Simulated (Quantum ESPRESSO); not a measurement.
# B K ELNES/XANES of BAs (F-43m) from DFT, part 3 of 3

Aim: the near-edge shape at the B K edge of BAs (F-43m), and what the core hole does to it.

Quantum ESPRESSO 7.5; X-ray absorption near-edge structure, plane-wave PAW PBE, one-electron final states by a Lanczos continued fraction.

So far. Step 2 (Ground state of the crystal): The mesh shows a gap of 1.17 eV, so the hole is first treated in a charged cell, without the excited electron. Step 3 (Spectrum without a core hole, B atom 2): Main maxima below 24 eV (height): 2.8 eV (1.24), 4.8 eV (1.46), 6.2 eV (1.56), 8.1 eV (1.44), 9.2 eV (1.52), 11.0 eV (1.81) and 15.4 eV (1.33). A K edge sees empty p states on the absorber.

**8. Spectrum with FCH, B atom 2**

The Lanczos recursion gives the spectrum without computing empty bands; each polarisation needs a run of its own on the full k mesh. xe0 is set between filled and empty states, and states below it are cut. The file of filecore holds the core orbital, taken from the hole-free data set.

The input, xspectra.in:

```
&input_xspectra
   calculation='xanes_dipole', edge='K'
   prefix='x', outdir='tmp', xiabs=2, xe0=9.1581
   xonly_plot=.false., x_save_file='xanes.sav'
   xniter=3000, xcheck_conv=20, xerror=0.005
   xcoordcrys=.false., xepsilon(1)=1, xepsilon(2)=0, xepsilon(3)=0
/
&plot
   xnepoint=413, xemin=-10, xemax=45, terminator=.true., cut_occ_states=.true.
   xgamma=0.4
/
&pseudos
   filecore='../B.wfc'
/
&cut_occ
   cut_desmooth=0.1, cut_stepl=0.05, cut_stepu=0.05, cut_ierror=1e-5
/
5 4 5 0 0 0
```

xspectra_1.in, as its differences from xspectra.in of step 8:

```diff
@@ -5,3 +5,3 @@
    xniter=3000, xcheck_conv=20, xerror=0.005
-   xcoordcrys=.false., xepsilon(1)=1, xepsilon(2)=0, xepsilon(3)=0
+   xcoordcrys=.false., xepsilon(1)=0, xepsilon(2)=0, xepsilon(3)=1
 /
```

Started as:

```sh
> OMP_NUM_THREADS=1 mpirun --oversubscribe --bind-to none -np 4 xspectra.x -nk 4 -in xspectra.in > xspectra.out
```

The log of the run:

```text
     [... banner and references ...]
Reading input_file

     calculation: xanes_dipole

     xepsilon  [cartesian coordinates]:   1.000000   0.000000   0.000000

     xonly_plot: FALSE
        => complete calculation: Lanczos + spectrum plot

     filecore (core-wavefunction file): ../B.wfc

     main plot parameters:
        cut_occ_states: TRUE
        gamma_mode:  constant
        -> using xgamma [eV]:  0.40
        xemin [eV]: -10.00
        xemax [eV]:  45.00
        xnepoint:  413
        xe0 [eV]:   9.158100 (energy zero read in input file)

     WARNING: variable ef_r is obsolete

                      Reading SCF save directory: x.save

     tmp/x.save/

     Exchange-correlation= PBE
                           (   1   4   3   4   0   0   0)

     G-vector sticks info

     negative rho (up, down):  5.167E-03 0.000E+00

                           Getting the Fermi energy

     From SCF save directory:
        ehomo [eV]:    8.4743 (highest occupied level)
        elumo [eV]:    9.8420 (lowest occupied level)
        ef    [eV]:    8.4743

     -> ef (in eV) will be written in x_save_file

                           Energy zero of the spectrum

     -> ef will NOT be used as energy zero of the spectrum
       (because xe0 read in input file)

     G-vector sticks info

     bravais-lattice index     =            0
     lattice parameter (alat)  =      11.0560  a.u.
     unit-cell volume          =    1103.4524 (a.u.)^3
     number of atoms/cell      =           12
     number of atomic types    =            3
     number of electrons       =        48.00
     number of Kohn-Sham states=           28
     kinetic-energy cutoff     =      56.0000  Ry
     charge density cutoff     =     360.0000  Ry
     Exchange-correlation= PBE
                           (   1   4   3   4   0   0   0)

     celldm(1)=  11.056043  celldm(2)=   0.000000  celldm(3)=   0.000000
     celldm(4)=   0.000000  celldm(5)=   0.000000  celldm(6)=   0.000000

     crystal axes: (cart. coord. in units of alat)
               a(1) = (  -0.408248  -0.408248  -0.816497 )
               a(2) = (  -0.408248  -0.408248   0.816497 )
               a(3) = (  -0.408248   0.816497   0.408248 )

     reciprocal axes: (cart. coord. in units 2 pi/alat)
               b(1) = ( -1.020621 -0.204124 -0.612372 )
               b(2) = ( -0.612372 -0.612372  0.612372 )
               b(3) = ( -0.816497  0.816497  0.000000 )

     PseudoPot. #1 for As:     Pseudo is Projector augmented-wave + core cor, Zval =  5.0

     ../pp/B.pbe-n-kjpaw-1sch.UPF
     Pseudo is Projector augmented-wave + core cor, Zval =  4.0
     Shape of augmentation charge: PSQ
     Using radial grid of 1059 points,  4 beta functions with:
                l(1) =   0
                l(2) =   0
                l(3) =   1
                l(4) =   1
     Q(r) pseudized with 0 coefficients

     ../pp/B.pbe-n-kjpaw.UPF
     Pseudo is Projector augmented-wave + core cor, Zval =  3.0
     Shape of augmentation charge: PSQ
     Using radial grid of 1059 points,  4 beta functions with:
                l(1) =   0
                l(2) =   0
                l(3) =   1
                l(4) =   1
     Q(r) pseudized with 0 coefficients

     atomic species   valence    mass     pseudopotential
     As                5.00     1.00000     As( 1.00)
     B0                4.00     1.00000     B ( 1.00)
     B                 3.00     1.00000     B ( 1.00)

      2 Sym. Ops. (no inversion) found

   Cartesian axes

     site n.     atom                  positions (alat units)
         1        As     tau(   1) = (  -0.6123724  -0.6123724  -0.2041241  )
         2        As     tau(   2) = (  -0.6123724  -0.2041241   0.2041241  )
         3        As     tau(   3) = (  -0.2041241  -0.2041241  -0.2041241  )
         4        As     tau(   4) = (  -0.6123724   0.2041241   0.6123724  )
         5        As     tau(   5) = (  -0.2041241   0.2041241   0.2041241  )
         6        As     tau(   6) = (  -0.6123724   0.2041241  -0.2041241  )
[...]
9        B      tau(   9) = (  -0.4082483  -0.4082483   0.0000000  )
        10        B      tau(  10) = (  -0.4082483   0.4082483   0.0000000  )
        11        B      tau(  11) = (  -0.4082483  -0.0000000   0.4082483  )
        12        B      tau(  12) = (  -0.8164966   0.0000000   0.0000000  )

     number of k points=   100

     Number of k-points >= 100: set verbosity='high' to print them.

     Dense  grid:   127337 G-vectors     FFT dimensions: (  72,  72,  72)

     Smooth grid:    62415 G-vectors     FFT dimensions: (  54,  54,  54)

     The potential is recalculated from file :
     tmp/x.save/charge-density

     negative rho (up, down):  5.167E-03 0.000E+00
     Starting wfcs are   48 atomic wfcs
     Checking if some PAW data can be deallocated...

               Reading core wavefunction file for the absorbing atom

     ../B.wfc successfully read

                              Attributing the PAW radii
                     for the absorbing atom [units: Bohr radius]

        PAW proj 1: r_paw(l= 0)= 1.80  (1.5*r_cut)
        PAW proj 2: r_paw(l= 0)= 1.80  (1.5*r_cut)
        PAW proj 3: r_paw(l= 1)= 2.10  (1.5*r_cut)
        PAW proj 4: r_paw(l= 1)= 2.10  (1.5*r_cut)

        NB: The calculation will not necessary use all these r_paw values.
            - For a edge in the electric-dipole approximation,
              only the r_paw(l=1) values are used.
            - For a K edge in the electric-quadrupole approximation,
              only the r_paw(l=2) values are used.

            - For a L2 or L3 edge in the electric-quadrupole approximation,

              all projectors (s, p and d) are used.

                          Starting XANES calculation
                     in the electric dipole approximation

     Method of calculation based on the Lanczos recursion algorithm
        - STEP 1: Construction of a kpoint-dependent Lanczos basis,
          in which the Hamiltonian is tridiagonal (each 'iter'
          corresponds to the calculation of one more Lanczos vector)
        - STEP 2: Calculation of the cross-section as a continued fraction
          averaged over the k-points.

     ... Begin STEP 1 ...

        Radial transition matrix element(s) used in the calculation of the
        initial vector of the Lanczos basis (|tilde{phi}_abs> normalized)
        | For PAW proj. (l=1) #1: radial matrix element =   0.293845546
        | For PAW proj. (l=1) #2: radial matrix element =   0.367512525

NB: the    25 k-point are not all listed below because npool=  4
        |-------------------------------------------------------------
        ! k-point #     1:  (-0.0000,  0.0000,  0.0000),  0.0200,   1
        |-------------------------------------------------------------
 okvan= T
        |   Norm of the initial Lanczos vector: 0.20704488E+00
        |   Estimated error at iter     20:   1.00508520
        |   Estimated error at iter     40:   0.32747806
        |   Estimated error at iter     60:   0.12636046
        |   Estimated error at iter     80:   0.27201520
        |   Estimated error at iter    100:   0.15454159
[...]
!   => CONVERGED at iter    360 with error=  0.00380571
        |-------------------------------------------------------------
        ! k-point #     2:  (-0.1633,  0.1633,  0.0000),  0.0200,   1
        |-------------------------------------------------------------
 okvan= T
        |   Norm of the initial Lanczos vector: 0.20704787E+00
[...]
!   => CONVERGED at iter    400 with error=  0.00269434
        |-------------------------------------------------------------
     [... 22 further k-points ...]
        ! k-point #    25:  (-0.8573,  0.6124, -0.1225),  0.0200,   1
        |-------------------------------------------------------------
 okvan= T
        |   Norm of the initial Lanczos vector: 0.20704650E+00
[...]
|   Estimated error at iter    400:   0.01428885
        |   Estimated error at iter    420:   0.00838794
        |   Estimated error at iter    440:   0.00862214
        !   => CONVERGED at iter    460 with error=  0.00359357

     Results of STEP 1 successfully written in x_save_file
     x_save_file name:
     ->  xanes.sav
     x_save_file version:  2

     ... End STEP 1 ...

     ... Begin STEP 2 ...

     The spectrum is calculated using the following parameters:
        xe0 [eV]:    9.1581
        the occupied states are elimintate from the spectrum
        xemin [eV]: -10.00
        xemax [eV]:  45.00
        xnepoint:  413
        constant broadening parameter [eV]:    0.400
        Core level energy [eV]:  -188.0
         (from electron binding energy of neutral atoms in X-ray data booklet)

     Cross-section successfully written in xanes.dat

     ... End STEP 2 ...

                                END JOB XSpectra
```

Wall time 97 s (4 MPI ranks of Intel Xeon 6975P-C (Granite Rapids), shared host); peak memory 0.14 GiB; 6.4 min of CPU time.

The B K spectrum, B atom 2, full core hole (charged cell) (energy from the lowest empty level; intensity scaled to a mean of 1 over the first 20 eV; the points at xe0, where the cut of filled states can leave a spike, are interpolated):

| E (eV) | intensity |
| --- | --- |
| -2.0 | 0.09 |
| -1.0 | 0.17 |
| 0.0 | 0.56 |
| 1.0 | 1.72 |
| 2.0 | 2.01 |
| 3.0 | 1.85 |
| 4.0 | 1.74 |
| 5.0 | 1.39 |
| 6.0 | 1.28 |
| 7.0 | 1.21 |
| 8.0 | 0.98 |
| 9.0 | 1.00 |
| 10.0 | 1.19 |
| 11.0 | 0.79 |
| 12.0 | 0.45 |
| 13.0 | 0.65 |
| 14.0 | 0.70 |
| 15.0 | 0.87 |
| 16.0 | 0.41 |
| 17.0 | 0.29 |
| 18.0 | 0.41 |
| 19.0 | 0.43 |
| 20.0 | 0.61 |
| 21.0 | 0.76 |
| 22.0 | 0.80 |
| 23.0 | 0.83 |
| 24.0 | 0.68 |
| 25.0 | 0.69 |
| 26.0 | 0.63 |
| 27.0 | 0.71 |
| 28.0 | 0.61 |
| 29.0 | 0.50 |
| 30.0 | 0.71 |
| 31.0 | 0.63 |
| 32.0 | 0.40 |

Main maxima below 24 eV (height): 1.9 eV (2.03), 3.3 eV (1.94), 7.1 eV (1.22), 10.0 eV (1.19), 14.9 eV (0.88) and 22.8 eV (0.85). 

The hole costs E(hole) − E(ground) = 184.97 eV, and the lowest empty level of the hole cell lies at 9.84 eV, which puts the zero at 194.81 eV. One term is added: -5.59 eV, since the hole is spin-paired here and a spin-polarised one costs that much less in the free atom (computed apart). The photon energy is then 189.22 eV. The functional and the charged cell's background leave an error of a few eV in such absolute values.

**9. Another broadening**

The final state's lifetime shortens with energy, so measured features broaden above the edge; the saved Lanczos coefficients are redrawn with a width that grows.

The input, xspectra_plot.in:

```
&input_xspectra
   calculation='xanes_dipole', edge='K'
   prefix='x', outdir='tmp', xiabs=2, xe0=9.1581
   xonly_plot=.true., x_save_file='xanes.sav'
   xniter=3000, xcheck_conv=20, xerror=0.005
   xcoordcrys=.false., xepsilon(1)=1, xepsilon(2)=0, xepsilon(3)=0
/
&plot
   xnepoint=413, xemin=-10, xemax=45, terminator=.true., cut_occ_states=.true.
   gamma_mode='variable', gamma_energy(1)=4, gamma_energy(2)=25, gamma_value(1)=0.3, gamma_value(2)=2.5
/
&pseudos
   filecore='../B.wfc'
/
&cut_occ
   cut_desmooth=0.1, cut_stepl=0.05, cut_stepu=0.05, cut_ierror=1e-5
/
5 4 5 0 0 0
```

Started as:

```sh
> OMP_NUM_THREADS=1 xspectra.x -in xspectra_plot.in > xspectra_plot.out
```

The log of the run:

```text
     [... banner and references ...]
Reading input_file
     -------------------------------------------------------------------------

     calculation: xanes_dipole

     xonly_plot: TRUE
        => only the spectrum plot

     main plot parameters:
        cut_occ_states: TRUE
        gamma_mode:  variable
        -> first, constant up to point ( 4.00, 0.30) [eV]
        -> then, linear up to point (25.00, 2.50) [eV]
        -> finally, constant up to xemax
        xemin [eV]: -10.00
        xemax [eV]:  45.00
        xnepoint:  413
[...]
xemin [eV]: -10.00
        xemax [eV]:  45.00
        xnepoint:  413
        energy-dependent broadening parameter:
         -> first, constant up to point ( 4.00, 0.30) [eV]
         -> then, linear up to point (25.00, 2.50) [eV]
         -> finally, constant up to xemax
        Core level energy [eV]:  -188.0
         (from electron binding energy of neutral atoms in X-ray data booklet)

     Cross-section successfully written in xanes.dat

     -------------------------------------------------------------------------
                                END JOB XSpectra
     -------------------------------------------------------------------------
[key lines of the parts left out:]
Fermi level [eV]:   8.4743
```

Wall time 3.4 s (1 MPI rank); peak memory 0.05 GiB.

With a Lorentzian half width 0.3 eV up to 4 eV, rising linearly to 2.5 eV at 25 eV (counted from xe0, 0.7 eV below the zero used here), the maxima are 1.9 eV (2.07), 3.3 eV (1.97), 14.0 eV (0.67) and 22.4 eV (0.65).

**10. What the core hole does**

Both curves are counted from their own zero, so only the shift of weight within the empty states shows.

| E (eV) | no hole | FCH |
| --- | --- | --- |
| -2.0 | 0.04 | 0.09 |
| -1.0 | 0.07 | 0.17 |
| 0.0 | 0.15 | 0.56 |
| 1.0 | 0.39 | 1.72 |
| 2.0 | 1.00 | 2.01 |
| 3.0 | 1.06 | 1.85 |
| 4.0 | 1.22 | 1.74 |
| 5.0 | 1.34 | 1.39 |
| 6.0 | 1.53 | 1.28 |
| 7.0 | 1.28 | 1.21 |
| 8.0 | 1.43 | 0.98 |
| 9.0 | 1.49 | 1.00 |
| 10.0 | 1.32 | 1.19 |
| 11.0 | 1.81 | 0.79 |
| 12.0 | 0.80 | 0.45 |
| 13.0 | 0.77 | 0.65 |
| 14.0 | 0.90 | 0.70 |
| 15.0 | 1.11 | 0.87 |
| 16.0 | 0.86 | 0.41 |
| 17.0 | 0.44 | 0.29 |
| 18.0 | 0.40 | 0.41 |
| 19.0 | 0.59 | 0.43 |
| 20.0 | 0.49 | 0.61 |
| 21.0 | 0.68 | 0.76 |
| 22.0 | 0.77 | 0.80 |
| 23.0 | 1.02 | 0.83 |
| 24.0 | 0.89 | 0.68 |
| 25.0 | 0.92 | 0.69 |
| 26.0 | 0.77 | 0.63 |
| 27.0 | 0.92 | 0.71 |
| 28.0 | 0.79 | 0.61 |
| 29.0 | 0.75 | 0.50 |
| 30.0 | 0.89 | 0.71 |
| 31.0 | 0.79 | 0.63 |
| 32.0 | 0.70 | 0.40 |

With each curve scaled to its own mean, the area from −2 to 6 eV with the hole is 10.2 against 6.0, and the centre of weight from −1 to 20 eV moves by -2.0 eV: the hole pulls the absorber's empty states down.

**11. What came out**

```json
{
 "absorber and edge": "B K, atom 2 of the ground-state input (counted from 1)",
 "surroundings": "4 As at 2.07 Å (tetrahedral, site symmetry -43m)",
 "highest intensity below 16 eV": "1.9 eV above the zero, height 2.03",
 "photon energy of the zero, with the added terms": "189.2 eV (raw 194.8 eV; uncertain by a few eV)"
}
```

In words: The B K edge of atom 2, with 4 As at 2.07 Å (tetrahedral, site symmetry -43m), has its highest intensity of the first 16 eV at 1.9 eV above the zero, near 191 eV in photon energy (uncertain by a few eV), 2.0 times the mean level of the first 20 eV (Lorentzian half width 0.4 eV). With each curve scaled to its own mean, the area from −2 to 6 eV with the hole is 10.2 against 6.0, and the centre of weight from −1 to 20 eV moves by -2.0 eV: the hole pulls the absorber's empty states down. The gap reads 1.17 to 1.41 eV on different meshes, so it is partly a figure of the sampling, and the zero with it. The holes are only 5.9 Å apart, so the shape is probably not converged with cell size; no larger cell was run here. The structure is a published determination, not relaxed.

[Banner, clock and machine lines of the logs are left out without a mark of their own.]

[Logs are printed without paths, hosts, clocks, repeated set-up lines and the standing remarks that a program may print on its own settings, such as how far it seeks lower states.]

[Hosts, paths, dates, database ids (printed as entryN), source tags and the programs' standing remarks are cut or masked in the printed files.]

[Lists of maxima count a maximum above −3 eV only where it reaches 4 % of the highest in the window and stands out from its surroundings by 2 % of it (1.5 % where it reaches 55 %); shoulders and weaker maxima are passed over, and of the rest the first, up to two pre-edge ones and the few strongest are named.]
